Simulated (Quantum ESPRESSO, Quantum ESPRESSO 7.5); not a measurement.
# 1T-HfO2, 1 layer: solver and mixing choices

Wanted: time, iterations and memory of 1T-HfO2, 1 layer by eigensolver and mixing.

Program: Quantum ESPRESSO 7.5. Level of theory: plane-wave DFT, PBE, SPMS norm-conserving pseudopotentials. Results are calculated unless marked as measured.

## 1. The structure

The cell holds 3 atoms: 2 O and 1 Hf. Cell: a = 3.240 Å, b = 3.240 Å, c = 19.519 Å, α = 90.0°, β = 90.0°, γ = 120.0°. It derives from HfO2. Vacuum lies along c.

This sheet is a model structure: its symmetry is held, and its stability is not tested here.

## 2. Self-consistent run: david, local-TF mixing, beta 0.4, history 8

The first run is the reference of the series.

The input, c0.in:

```
&control
  prefix = 'c0'
  outdir = './out'
  pseudo_dir = './pseudo'
  calculation = 'scf'
  tprnfor = .true.
/
&system
  ibrav = 0
  nat = 3
  ntyp = 2
  ecutwfc = 60
  ecutrho = 240
  occupations = 'smearing'
  smearing = 'fd'
  degauss = 0.004
  assume_isolated = 'esm'
  esm_bc = 'bc1'
/
&electrons
  conv_thr = 1e-07
  mixing_beta = 0.4
  electron_maxstep = 80
  mixing_mode = 'local-TF'
  diagonalization = 'david'
  mixing_ndim = 8
/
ATOMIC_SPECIES
  O   15.9990  08_O_6_1.2_1.4_pbe_n_v1.0.upf
  Hf  178.4900  72_Hf_12_2.3_3.0_pbe_n_v1.0.upf
CELL_PARAMETERS angstrom
  3.24000000000000 0.00000000000000 0.00000000000000
  -1.62000000000000 2.80592230826158 0.00000000000000
  0.00000000000000 0.00000000000000 19.51859087586690
ATOMIC_POSITIONS crystal
  O   0.666666666667 0.333333333333 -0.064517743414
  Hf  0.000000000000 0.000000000000 0.000000000000
  O   0.333333333333 0.666666666667 0.064517743414
K_POINTS automatic
  12 12 1 0 0 0
```

Started as:

```console
$ OMP_NUM_THREADS=1 mpirun -n 4 pw.x -nk 4 -in c0.in > c0.out
```

What it wrote:

```text
Program PWSCF v.7.5 starts
[citation notice left out]

     Parallel version (MPI & OpenMP), running on       4 processor cores
     Number of MPI processes:                 4
     Threads/MPI process:                     1

     MPI processes distributed on     1 nodes
[...]
Current dimensions of program PWSCF are:
     Max number of different atomic species (ntypx) = 10
     Max number of k-points (npk) =  40000
     Max angular momentum in pseudopotentials (lmaxx) =  4
     Message from routine setup:
     using ibrav=0 with symmetry is DISCOURAGED, use correct ibrav instead

     K-points division:     npool     =       4
     Subspace diagonalization in iterative solution of the eigenvalue problem:
     a serial algorithm will be used

     G-vector sticks info
     --------------------
     sticks:   dense  smooth     PW     G-vecs:    dense   smooth      PW
     Sum         613     613    187                74941    74941   12093

     Using Slab Decomposition

     bravais-lattice index     =            0
     lattice parameter (alat)  =       6.1227  a.u.
     unit-cell volume          =    1197.4730 (a.u.)^3
     number of atoms/cell      =            3
     number of atomic types    =            2
     number of electrons       =        24.00
     number of Kohn-Sham states=           16
     kinetic-energy cutoff     =      60.0000  Ry
     charge density cutoff     =     240.0000  Ry
     scf convergence threshold =      1.0E-07
     mixing beta               =       0.4000
     number of iterations used =            8  local-TF  mixing
     Exchange-correlation= PBE
                           (   1   4   3   4   0   0   0)

     Effective Screening Medium Method
     =================================
     Boundary Conditions: Vacuum-Slab-Vacuum
     total charge in unit cell        =   0.0000
     grid points for fit at edges     =        4

     celldm(1)=   6.122713  celldm(2)=   0.000000  celldm(3)=   0.000000
     celldm(4)=   0.000000  celldm(5)=   0.000000  celldm(6)=   0.000000

     crystal axes: (cart. coord. in units of alat)
               a(1) = (   1.000000   0.000000   0.000000 )
               a(2) = (  -0.500000   0.866025   0.000000 )
               a(3) = (   0.000000   0.000000   6.024256 )

     reciprocal axes: (cart. coord. in units 2 pi/alat)
               b(1) = (  1.000000  0.577350 -0.000000 )
               b(2) = (  0.000000  1.154701  0.000000 )
               b(3) = (  0.000000 -0.000000  0.165996 )

     PseudoPot. # 1 for O  read from file:
     ./pseudo/08_O_6_1.2_1.4_pbe_n_v1.0.upf
     Pseudo is Norm-conserving + core correction, Zval =  6.0
     Generated using ONCVPSP code by D. R. Hamann
     Using radial grid of  934 points,  5 beta functions with:
                l(1) =   0
                l(2) =   0
                l(3) =   1
                l(4) =   1
                l(5) =   2

     PseudoPot. # 2 for Hf read from file:
     ./pseudo/72_Hf_12_2.3_3.0_pbe_n_v1.0.upf
     Pseudo is Norm-conserving + core correction, Zval = 12.0
     Generated using ONCVPSP code by D. R. Hamann
     Using radial grid of 1660 points,  8 beta functions with:
                l(1) =   0
                l(2) =   0
                l(3) =   1
                l(4) =   1
                l(5) =   2
                l(6) =   2
                l(7) =   3
                l(8) =   3

     atomic species   valence    mass     pseudopotential
     O                 6.00    15.99900     O ( 1.00)
     Hf               12.00   178.49000     Hf( 1.00)

     12 Sym. Ops., with inversion, found

   Cartesian axes

     site n.     atom                  positions (alat units)
         1        O      tau(   1) = (   0.5000000   0.2886751  -0.3886714  )
         2        Hf     tau(   2) = (   0.0000000   0.0000000   0.0000000  )
         3        O      tau(   3) = (  -0.0000000   0.5773503   0.3886714  )

     number of k points=    19  Fermi-Dirac smearing, width (Ry)=  0.0040
                       cart. coord. in units 2pi/alat
        k(    1) = (   0.0000000   0.0000000   0.0000000), wk =   0.0138889
        k(    2) = (   0.0000000   0.0962250   0.0000000), wk =   0.0833333
        k(    3) = (   0.0000000   0.1924501   0.0000000), wk =   0.0833333
        k(    4) = (   0.0000000   0.2886751   0.0000000), wk =   0.0833333
        k(    5) = (   0.0000000   0.3849002   0.0000000), wk =   0.0833333
        k(    6) = (   0.0000000   0.4811252   0.0000000), wk =   0.0833333
        k(    7) = (   0.0000000  -0.5773503   0.0000000), wk =   0.0416667
        k(    8) = (   0.0833333   0.1443376   0.0000000), wk =   0.0833333
        k(    9) = (   0.0833333   0.2405626   0.0000000), wk =   0.1666667
        k(   10) = (   0.0833333   0.3367877   0.0000000), wk =   0.1666667
[...]
k(   19) = (   0.3333333   0.5773503   0.0000000), wk =   0.0277778

     Dense  grid:    74941 G-vectors     FFT dimensions: (  32,  32, 192)

     Estimated max dynamical RAM per process >     107.38 MB

     Estimated total dynamical RAM >     374.62 MB

     Check: negative core charge=   -0.000013

     Initial potential from superposition of free atoms

     starting charge      23.9981, renormalised to      24.0000

     negative rho (up, down):  8.091E-06 0.000E+00
     Starting wfcs are   18 randomized atomic wfcs

     total cpu time spent up to now is        0.7 secs

     per-process dynamical memory:    63.2 Mb

     Self-consistent Calculation

     iteration #  1     ecut=    60.00 Ry     beta= 0.40
     Davidson diagonalization with overlap
     ethr =  1.00E-02,  avg # of iterations =  1.5

     negative rho (up, down):  2.516E-04 0.000E+00

     total cpu time spent up to now is        2.2 secs

     total energy              =    -179.23891059 Ry
     estimated scf accuracy    <       1.36531559 Ry

     iteration #  2     ecut=    60.00 Ry     beta= 0.40
[...]
negative rho (up, down):  1.232E-03 0.000E+00

[...]
total energy              =    -179.07646682 Ry
     estimated scf accuracy    <       0.48466151 Ry

     iteration #  3     ecut=    60.00 Ry     beta= 0.40
[...]
negative rho (up, down):  2.712E-04 0.000E+00

[...]
total energy              =    -179.35354823 Ry
     estimated scf accuracy    <       0.28044137 Ry

     iteration #  4     ecut=    60.00 Ry     beta= 0.40
[...]
negative rho (up, down):  4.982E-04 0.000E+00

[...]
total energy              =    -179.40654357 Ry
     estimated scf accuracy    <       0.03896741 Ry

     iteration #  5     ecut=    60.00 Ry     beta= 0.40
[...]
negative rho (up, down):  3.234E-04 0.000E+00

[...]
total energy              =    -179.38311049 Ry
     estimated scf accuracy    <       0.08017162 Ry

     iteration #  6     ecut=    60.00 Ry     beta= 0.40
[...]
negative rho (up, down):  2.769E-05 0.000E+00

[...]
total energy              =    -179.40222756 Ry
     estimated scf accuracy    <       0.07753847 Ry

     iteration #  7     ecut=    60.00 Ry     beta= 0.40
[...]
negative rho (up, down):  3.184E-07 0.000E+00

[...]
total energy              =    -179.39807048 Ry
     estimated scf accuracy    <       0.02664356 Ry

     iteration #  8     ecut=    60.00 Ry     beta= 0.40
[...]
negative rho (up, down):  4.023E-07 0.000E+00

[...]
total energy              =    -179.39868855 Ry
     estimated scf accuracy    <       0.00750922 Ry

     iteration #  9     ecut=    60.00 Ry     beta= 0.40
[...]
c_bands:  1 eigenvalues not converged
[...]
total energy              =    -179.40214216 Ry
     estimated scf accuracy    <       0.00284459 Ry

     iteration # 10     ecut=    60.00 Ry     beta= 0.40
[...]
c_bands:  1 eigenvalues not converged
[...]
total energy              =    -179.40239490 Ry
     estimated scf accuracy    <       0.00244899 Ry

     iteration # 11     ecut=    60.00 Ry     beta= 0.40
[...]
total energy              =    -179.40271049 Ry
     estimated scf accuracy    <       0.00218402 Ry

     iteration # 12     ecut=    60.00 Ry     beta= 0.40
[...]
total energy              =    -179.40315531 Ry
     estimated scf accuracy    <       0.00341644 Ry

     iteration # 13     ecut=    60.00 Ry     beta= 0.40
[...]
total energy              =    -179.40159693 Ry
     estimated scf accuracy    <       0.00363677 Ry

     iteration # 14     ecut=    60.00 Ry     beta= 0.40
[...]
negative rho (up, down):  5.020E-08 0.000E+00

[...]
total energy              =    -179.40063393 Ry
     estimated scf accuracy    <       0.01936768 Ry

[...]
iteration # 21     ecut=    60.00 Ry     beta= 0.40
[...]
negative rho (up, down):  4.530E-05 0.000E+00

[...]
total energy              =    -179.40183745 Ry
     estimated scf accuracy    <       0.00009784 Ry

     iteration # 22     ecut=    60.00 Ry     beta= 0.40
[...]
negative rho (up, down):  2.535E-05 0.000E+00

[...]
total energy              =    -179.40186528 Ry
     estimated scf accuracy    <       0.00007223 Ry

     iteration # 23     ecut=    60.00 Ry     beta= 0.40
[...]
negative rho (up, down):  1.359E-08 0.000E+00

[...]
total energy              =    -179.40184582 Ry
     estimated scf accuracy    <       0.00002385 Ry

     iteration # 24     ecut=    60.00 Ry     beta= 0.40
[...]
negative rho (up, down):  2.928E-07 0.000E+00

[...]
total energy              =    -179.40185151 Ry
     estimated scf accuracy    <       0.00000022 Ry

     iteration # 25     ecut=    60.00 Ry     beta= 0.40
[...]
negative rho (up, down):  1.461E-07 0.000E+00

[...]
total energy              =    -179.40185127 Ry
     estimated scf accuracy    <       0.00000422 Ry

     iteration # 26     ecut=    60.00 Ry     beta= 0.40
[...]
total energy              =    -179.40185024 Ry
     estimated scf accuracy    <       0.00000055 Ry

     iteration # 27     ecut=    60.00 Ry     beta= 0.40
[...]
total energy              =    -179.40184947 Ry
     estimated scf accuracy    <       0.00000080 Ry

     iteration # 28     ecut=    60.00 Ry     beta= 0.40
[...]
End of self-consistent calculation

          k = 0.0000 0.0000 0.0000 (  9349 PWs)   bands (ev):

   -69.7704 -38.3659 -38.0929 -38.0929 -25.0701 -24.0555 -12.0309 -10.9220
   -10.9220  -9.2039  -8.8631  -8.8631  -4.3381  -4.3381  -3.7356  -3.4808

          k = 0.0000 0.0962 0.0000 (  9419 PWs)   bands (ev):

   -69.7683 -38.3572 -38.1344 -38.1013 -25.0029 -24.0855 -11.9284 -11.0141
   -10.8694  -9.1565  -9.0865  -8.9463  -4.4454  -4.1977  -3.7173  -3.1829

          k = 0.0000 0.1925 0.0000 (  9455 PWs)   bands (ev):

   -69.7626 -38.3335 -38.2454 -38.1241 -24.8244 -24.1625 -11.6788 -11.1549
   -10.7392  -9.7779  -9.1351  -8.9268  -4.7241  -3.8189  -3.6154  -2.4913

          k = 0.0000 0.2887 0.0000 (  9433 PWs)   bands (ev):

   -69.7549 -38.3957 -38.2980 -38.1550 -24.6135 -24.2355 -11.5978 -11.0858
   -10.6115 -10.3092  -9.3049  -8.9168  -5.0494  -3.3686  -3.2847  -1.9287

          k = 0.0000 0.3849 0.0000 (  9403 PWs)   bands (ev):

   -69.7471 -38.5388 -38.2649 -38.1857 -24.5424 -24.1687 -11.8858 -10.9569
   -10.5681 -10.2665  -9.3649  -9.1057  -5.3326  -2.9666  -2.6866  -1.4776

          k = 0.0000 0.4811 0.0000 (  9381 PWs)   bands (ev):

   -69.7414 -38.6413 -38.2401 -38.2080 -24.5884 -24.0210 -12.2311 -10.7363
   -10.5937 -10.1439  -9.3426  -9.2930  -5.5242  -2.5113  -2.1712  -0.9828

[...]
the Fermi energy is    -7.4309 ev

!    total energy              =    -179.40184894 Ry
     estimated scf accuracy    <          1.6E-09 Ry
     smearing contrib. (-TS)   =      -0.00000000 Ry
     internal energy E=F+TS    =    -179.40184894 Ry

     The total energy is F=E-TS. E is the sum of the following terms:
     one-electron contribution =     446.56912568 Ry
     hartree contribution      =    -226.63061825 Ry
     xc contribution           =     -44.14078236 Ry
     ewald contribution        =    -355.19957401 Ry

     convergence has been achieved in  28 iterations

     Forces acting on atoms (cartesian axes, Ry/au):

     atom    1 type  1   force =    -0.00000000   -0.00000000    0.16027306
     atom    2 type  2   force =     0.00000000   -0.00000000    0.00000000
     atom    3 type  1   force =     0.00000000    0.00000000   -0.16027306

     Total force =     0.226660     Total SCF correction =     0.000017

[...]
=------------------------------------------------------------------------------=
   JOB DONE.
=------------------------------------------------------------------------------=
[...]
```

It took 52 s on 4 MPI ranks of Arm Neoverse V2, shared host; peak memory 0.43 GiB; 3.4 min of CPU time.

Read from the output:

```
free energy                                                    : -2440.8865 eV
Fermi energy                                                   : -7.431 eV
valence top, on the run's zero                                 : -8.863 eV
conduction bottom, on the run's zero                           : -5.592 eV
gap by band count                                              : 3.271 eV
vacuum line at the lower end of the cell, over the valence top : 8.863 eV
vacuum line at the upper end of the cell, over the valence top : 8.863 eV
```

Electrostatic potential energy of an electron; zero at the highest filled level of the SCF mesh. The potential energy, planar mean by z:

| z (Å) | potential energy, planar mean (eV) |
| --- | --- |
| -9 | 8.86 |
| -8 | 8.86 |
| -7 | 8.86 |
| -6 | 8.86 |
| -5 | 8.86 |
| -4 | 8.86 |
| -3 | 8.82 |
| -2 | 7.34 |
| -1 | -4.15 |
| 0 | -11.9 |
| 1 | -4.15 |
| 2 | 7.34 |
| 3 | 8.82 |
| 4 | 8.86 |
| 5 | 8.86 |
| 6 | 8.86 |
| 7 | 8.86 |
| 8 | 8.86 |
| 9 | 8.86 |

The program's own clock; routines nest. Time by routine:

| routine | wall time (s) | calls |
| --- | --- | --- |
| PWSCF | 50.95 | 1 |
| electrons | 49.95 | 1 |
| c_bands | 29.33 | 28 |
| cegterg | 25.21 | 140 |
| h_psi | 21.15 | 832 |
| fftw | 17.37 | 16094 |
| vloc_psi | 17.32 | 832 |
| mix_rho | 14.62 | 28 |
| ffts | 8.69 | 3121 |
| sum_band | 3.65 | 28 |
| v_of_rho | 2.06 | 29 |
| calbec | 1.92 | 852 |
| add_vuspsi | 1.9 | 832 |
| h_psi:calbec | 1.85 | 832 |

The vacuum levels are read from the outermost 0.7 Å of the cell on either side.

The run needed 28 iterations to bring the estimated error under 1e-07 Ry; the largest force on any atom, held or free, is 4.12 eV/Å, so this geometry is far from relaxed and its levels are not those of the real material.

Inside the slab this potential holds the local part of the pseudopotentials, which can be repulsive at the nuclei; only its value in the vacuum has a meaning of its own.

## 3. Ground state: david, plain mixing, beta 0.4, history 8

c1.in is the input of step 2 with these lines changed:

```diff
@@ -1,3 +1,3 @@
 &control
-  prefix = 'c0'
+  prefix = 'c1'
   outdir = './out'
@@ -23,3 +23,3 @@
   electron_maxstep = 80
-  mixing_mode = 'local-TF'
+  mixing_mode = 'plain'
   diagonalization = 'david'
```

Started as:

```console
$ OMP_NUM_THREADS=1 mpirun -n 4 pw.x -nk 4 -in c1.in > c1.out
```

What it wrote:

```text
[banner, memory and clock lines left out]
Program PWSCF v.7.5 starts
[...]
Message from routine setup:
[...]
number of electrons       =        24.00
     number of Kohn-Sham states=           16
     kinetic-energy cutoff     =      60.0000  Ry
     charge density cutoff     =     240.0000  Ry
[...]
number of k points=    19  Fermi-Dirac smearing, width (Ry)=  0.0040
[...]
Dense  grid:    74941 G-vectors     FFT dimensions: (  32,  32, 192)
[...]
negative rho (up, down):  8.091E-06 0.000E+00
     Starting wfcs are   18 randomized atomic wfcs
[...]
estimated scf accuracy    <       1.36531559 Ry
[...]
estimated scf accuracy    <       0.40155811 Ry
[...]
estimated scf accuracy    <       0.02499224 Ry
[...]
estimated scf accuracy    <       0.00597319 Ry
[...]
estimated scf accuracy    <       0.00196239 Ry
[...]
negative rho (up, down):  5.020E-06 0.000E+00
[...]
estimated scf accuracy    <       0.00038578 Ry
[...]
estimated scf accuracy    <       0.00003883 Ry
[...]
estimated scf accuracy    <       0.00001499 Ry
[...]
estimated scf accuracy    <       0.00004903 Ry
[...]
estimated scf accuracy    <       0.00000144 Ry
[...]
estimated scf accuracy    <       0.00000758 Ry
[...]
estimated scf accuracy    <       0.00000048 Ry
[...]
estimated scf accuracy    <       0.00000031 Ry
[...]
the Fermi energy is    -7.4311 ev
!    total energy              =    -179.40184892 Ry
     estimated scf accuracy    <       0.00000003 Ry
     smearing contrib. (-TS)   =      -0.00000000 Ry
     internal energy E=F+TS    =    -179.40184892 Ry
[...]
one-electron contribution =     446.56950173 Ry
     hartree contribution      =    -226.63082344 Ry
     xc contribution           =     -44.14095320 Ry
     ewald contribution        =    -355.19957401 Ry
     convergence has been achieved in  14 iterations
[...]
Total force =     0.226707     Total SCF correction =     0.000137
[...]
```

Run time: 23 s. Hardware: 4 MPI ranks; peak memory 0.42 GiB.

Numbers from this step:

| Quantity | Value |
| --- | --- |
| conduction bottom, on the run's zero | -5.593 eV |

The program's own clock; routines nest. Time by routine:

| routine | wall time (s) | calls |
| --- | --- | --- |
| PWSCF | 22.55 | 1 |
| electrons | 21.51 | 1 |
| c_bands | 18.34 | 14 |
| cegterg | 15.32 | 70 |
| h_psi | 12.72 | 554 |
| vloc_psi | 10.34 | 554 |
| fftw | 10.14 | 9530 |
| sum_band | 1.85 | 14 |
| calbec | 1.21 | 574 |
| add_vuspsi | 1.18 | 554 |
| h_psi:calbec | 1.14 | 554 |
| v_of_rho | 1.06 | 15 |
| init_run | 0.71 | 1 |
| init_us_2 | 0.48 | 150 |

Counted from each run's own zero (the valence top), the vacuum level differs from the first run's by +0 meV.

(Continued in part 2 of 3.)

[Logs are printed without paths, hosts, clocks, repeated set-up lines and the standing remarks that a program may print on its own settings, such as how far it seeks lower states.]

[Hosts, paths, dates, database ids (printed as entryN), source tags and the programs' standing remarks are cut or masked in the printed files.]

[Maps of the electrostatic potential energy from Ansatz leave out the sawtooth potential of an applied field or a dipole correction, so their vacuum need not be flat; planar profiles and work functions include it.]
